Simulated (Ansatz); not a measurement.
# GaCuSe2 (I-42d): a many-body input that goes wrong, and its mend

Aim: the G0W0 gap of GaCuSe2 (I-42d). The first input has a fault.

Method: G0W0 on PBE, plane waves, PAW; PAW set soft_1, in Ansatz 0.2.0.

In doubt: one-shot GW on d or f shells is unsure, so the values of those runs are not to be relied on.

## (1) Starting point

Symmetry: I-42d, No. 122, tetragonal system. Conventional cell: a = 5.619 Å, b = 5.619 Å, c = 11.026 Å, α = 90.00°, β = 90.00°, γ = 90.00°. Nearest to Ga lie 4 Se at 2.42 Å. Nearest to Cu lie 4 Se at 2.42 Å. Nearest to Se lie 2 Ga at 2.42 Å and 2 Cu at 2.42 Å. Farther neighbours and most contacts between anions are not listed.

The cell and positions come from the Crystallography Open Database and are kept as given unless a step says otherwise. The default PAW set here is soft_1. Its files were made with PBE.

## (2) First try

Contents of input.yaml:

```yaml
crystal:
  lattice:
    - [-2.80955, 2.80955, 5.513]
    - [2.80955, -2.80955, 5.513]
    - [2.80955, 2.80955, -5.513]
  atoms:
    - { symbol: Ga, position: [0.5, 0.5, 0.0] }
    - { symbol: Ga, position: [0.25, 0.75, 0.5] }
    - { symbol: Cu, position: [0.0, 0.0, 0.0] }
    - { symbol: Cu, position: [0.75, 0.25, 0.5] }
    - { symbol: Se, position: [0.375, 0.37562, 0.50062] }
    - { symbol: Se, position: [0.62438, 0.125, 0.99938] }
    - { symbol: Se, position: [0.875, 0.87438, 0.49938] }
    - { symbol: Se, position: [0.12562, 0.625, 0.00062] }
kpoints:
  mp_grid: { grid: [4, 4, 4] }
hamiltonian:
  xc: pbe
  pseudopotentials: { kind: paw_fr, azcp: { folder: soft_1 } }
scf:
  occupations: { method: fixed }
magnetization:
  noncollinear: true
  spin_orbit: true
gw:
  n_empty_bands: 183
  ecut_chi: 60
  qp_bands: [v2, c2]
  qp_kpoints: band_edges
  screening: { model: contour_deformation }
```

Launch:

```
> ansatz run input.yaml --threads 3 --pin off --max-ram 92160MiB --backend cpu --events-out ev --progress --plain --runs-dir out
```

Numbers of over 12 decimals in the logs are rounded to 6 here.

Log:

```text
Error: gw: with magnetization.noncollinear: true — the χ₀/Σ pipeline is wired for the unpolarised channel only — spinor oscillator elements and the per-channel sum are not implemented; use an unpolarised deck
```

It took 0.04 s on 3 threads of AMD EPYC 7R13 (Zen 3), shared host; peak memory 0.04 GiB.

**Diagnosis.**

The program refused the input before any cycle.

The program's message: “Error: gw: with magnetization.noncollinear: true — the χ₀/Σ pipeline is wired for the unpolarised channel only — spinor oscillator elements and the per-channel sum are not implemented; use an unpolari …”

The fault: spin-orbit coupling. The physics allows it, but this program's G0W0 has no spinor form; spin-orbit coupling is taken from a separate density-functional step.

## (3) A better input

Now the one-shot GW correction: screening in the RPA, then the self-energy of the levels asked for. This step takes PAW set soft_1 files.

Changes to input.yaml since step 2:

```diff
@@ -18,11 +18,8 @@
   xc: pbe
-  pseudopotentials: { kind: paw_fr, azcp: { folder: soft_1 } }
+  pseudopotentials: { kind: paw, azcp: { folder: soft_1 } }
 scf:
   occupations: { method: fixed }
-magnetization:
-  noncollinear: true
-  spin_orbit: true
 gw:
-  n_empty_bands: 183
-  ecut_chi: 60
+  n_empty_bands: 156
+  ecut_chi: 54
   qp_bands: [v2, c2]
```

Launch:

```
> ansatz run input.yaml --threads 3 --pin off --max-ram 92160MiB --backend cuda --events-out ev --progress --plain --runs-dir out --devices 1 --max-vram 13GiB
```

Log:

```text
GPUs: using 1 of 1 available (devices: 1).
[...]
device memory: the entry about to start is reckoned to put 4.3 GiB on a device that reports 35.7 GiB free (of which the cap on the GPU budget leaves the run 13.0 GiB)
GPU FFT provider: cuFFT
GPU libraries: cuBLAS 13.8.2, cuFFT 12.4.0, cuSOLVER 12.3.4
Crystal: 8 atoms, lattice volume = 174.069 Å³
Basis set: ecut = 420 eV, 3451 PW (Γ)
Bands: 77, of which v1, the nominal top of the filled ones, is band 64 counted from 1 (63 counted from 0)
Symmetry: 8 space group operations
[...]
k-points: 13 of 64 (time reversal used)
[...]
GPU buffer pool allocated for 110592 grid points (all kernels)
GPU transforms: local potential and band sums: pruned to the plane-wave sphere, on 45×45×45
[...]
SCF iter   1: F=—  HF=-42697.620019 eV  |F-HF|=—  |Δ(HF+E_count)|=         —  Δρ=5.71e-2  dr2=4.13e0  ethr=3.10e-3  ⟨swp⟩=4.5  Hψ=2816  notcnv=0  defer=131
[...]
3    65     10.1435   -13.1870    -2.9775   -16.6471  0.7150    10.6860    10.6260  root ?
[...]
6    65      9.8894   -11.2671    -3.3290   -15.0761  0.7217    10.4287    10.3694  root ?
[...]
9    63      7.4935   -35.7193     6.2715   -29.0052  0.6322     7.0066     7.0509  root ?
[...]
11    63      7.6544   -34.6201     5.8886   -28.3067  0.6403     7.1907     7.2296  root
    11    64      7.6544   -34.6201     5.8886   -28.3067  0.6403     7.1907     7.2296  root
    11    65     10.4594   -12.3225    -3.2995   -16.1021  0.7141    10.9990    10.9395  root ?
    11    66     10.4594   -12.3225    -3.2995   -16.1021  0.7141    10.9990    10.9395  root ?
    12    63      7.6311   -35.1890     6.1166   -28.6278  0.6388     7.1417     7.1865  root ?
    12    64      7.6311   -35.1890     6.1166   -28.6278  0.6388     7.1417     7.1865  root ?
    12    65     10.4165   -13.6609    -2.9229   -16.9469  0.7124    10.8041    10.7795  root
    12    66     10.4165   -13.6609    -2.9229   -16.9469  0.7124    10.8041    10.7795  root
[key lines of the parts left out:]
SCF converged after 11 iterations
Free energy (F): -42696.497043 eV
Fermi energy:    8.540614 eV
```

Wall time 36 s (1 × NVIDIA H100 80GB HBM3 (shared by 6 runs) with 3 threads); peak memory 1.4 GiB.

The column dr2 measures how far the density is from self-consistency, as an energy; F and HF (Harris–Foulkes) agree once it is small.

Numbers from this step:

- bands summed: 220
- RPA ε∞ on this mesh (eigenvalues): 45.90, 45.90, 137.4
- plane waves in the screening matrix: 147
- q-points in the mesh: 64
- G0W0 gap on the mesh: 1.066 eV
- k of the valence top: 0, 0, 0
- k of the conduction bottom: 0, 0, 0
- starting gap on the mesh: 0.2316 eV
- Z at the valence top: 0.6715
- Z at the conduction bottom: 0.7289
- least direct G0W0 gap on the computed points: 1.066 eV

The gap on the mesh goes from 0.23 eV to 1.07 eV, a correction of +0.83 eV. The program marks an edge row as in doubt. Between the two edge states, bare exchange in place of the xc potential would open the gap by 8.64 eV, and correlation takes back 7.80 eV.

## (4) Results

```json
{
  "first try": "refused after 0.04 s",
  "better run": "G0W0 gap on the mesh 1.07 eV (4×4×4 mesh, 156 empty bands, screening to 54 eV, PAW set soft_1 files)"
}
```

The second run differs in: start, files, empty bands and screening cutoff (eV). Bands and cutoff are finite, so the gap is not at the basis limit. The miss can reach some tenths of an eV and take either sign; the mesh is an error of its own. The 4×4×4 mesh is coarse for this cell (its supercell is 27 Å along the shortest edge). The RPA ε∞ on it, from the PBE start, is 45.90 and 137.38; such meshes misread the long-range screening, most where the gap is narrow. The RPA ε∞ on this mesh reaches over 25; with a narrow direct gap a coarse mesh can overstate it, and the correction is then too small. The many-body steps are scalar-relativistic: spin-orbit coupling is not in them. The program marks a band-edge row as in doubt, so the gap is less sure than its digits.

[Paths, hosts, dates, memory and timing lines, banners, echoed tables and standing remarks are left out of the program output.]

[Logs are printed without paths, hosts, clocks, repeated set-up lines and the standing remarks that a program may print on its own settings, such as how far it seeks lower states.]

[Runs of the session that timed out or met a known fault of the program may be left out.]

[Cells called generated may have been cut or substituted from an entry of the Crystallography Open Database or the Materials Project.]

[Hosts, paths, dates, database ids (printed as entryN), source tags and the programs' standing remarks are cut or masked in the printed files.]
